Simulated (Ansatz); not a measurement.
Planning a run of Ansatz 0.2.0 on H2CClF (P2_1). The input:

```yaml
crystal:
  lattice:
    - [5.0206, 0.0, 0.0]
    - [0.0, 4.1477, 0.0]
    - [-2.1143188253, 0.0, 6.4288463713]
  atoms:
    - { symbol: H, position: [0.2852960594, 0.3914791351, 0.1553943381] }
    - { symbol: H, position: [0.7147039406, 0.8914791351, 0.8446056619] }
    - { symbol: H, position: [0.5707653094, 0.1078566959, 0.2708502709] }
    - { symbol: H, position: [0.4292346906, 0.6078566959, 0.7291497291] }
    - { symbol: C, position: [0.3460283809, 0.1408088981, 0.1943138297] }
    - { symbol: C, position: [0.6539716191, 0.6408088981, 0.8056861703] }
    - { symbol: Cl, position: [0.1663619786, 0.0024810456, 0.3682784982] }
    - { symbol: Cl, position: [0.8336380214, 0.5024810456, 0.6317215018] }
    - { symbol: F, position: [0.264389849, 0.9578742253, 0.0148699962] }
    - { symbol: F, position: [0.735610151, 0.4578742253, 0.9851300038] }
kpoints:
  mp_grid: { grid: [4, 4, 2] }
hamiltonian:
  xc:
    exchange: pbe
    correlation: pbe
    exx: { coeff: 0.35, omega: 0.2078 }
  pseudopotentials: { kind: paw, azcp: { folder: soft_1 } }
scf:
  occupations: { method: fixed }
gw:
  n_empty_bands: 558
  ecut_chi: 150.0
  qp_bands: [v3, c3]
  qp_kpoints: band_edges
  screening: { model: contour_deformation }
```

```sh
ansatz run input.yaml --threads 2 --pin off --max-ram 73728MiB --backend cuda --events-out ev --progress --plain --runs-dir out --devices 1 --max-vram 13GiB
```

Question: Estimate wall time and host memory on 1 × NVIDIA H100 80GB HBM3 (shared by 6 runs) with 2 threads of AMD EPYC 7R13 (Zen 3), shared host.

It took 1.7 min; on shared hardware allow 52 s to 3.5 min. Peak host memory was 2.5 GiB. The sizes that set the cost: 2603 plane waves a state, 18 irreducible k points, 578 bands summed, 551 plane waves in the screening and 15 SCF cycles.

The screening grows as filled bands × empty bands × pairs of k points, times the square of the screening basis for the matrix.

[Paths, hosts, dates, memory and timing lines, banners, echoed tables and standing remarks are left out of the program output.]

[Logs are printed without paths, hosts, clocks, repeated set-up lines and the standing remarks that a program may print on its own settings, such as how far it seeks lower states.]

[Runs of the session that timed out or met a known fault of the program may be left out.]

[Cells called generated may have been cut or substituted from an entry of the Crystallography Open Database or the Materials Project.]

[Hosts, paths, dates, database ids (printed as entryN), source tags and the programs' standing remarks are cut or masked in the printed files.]
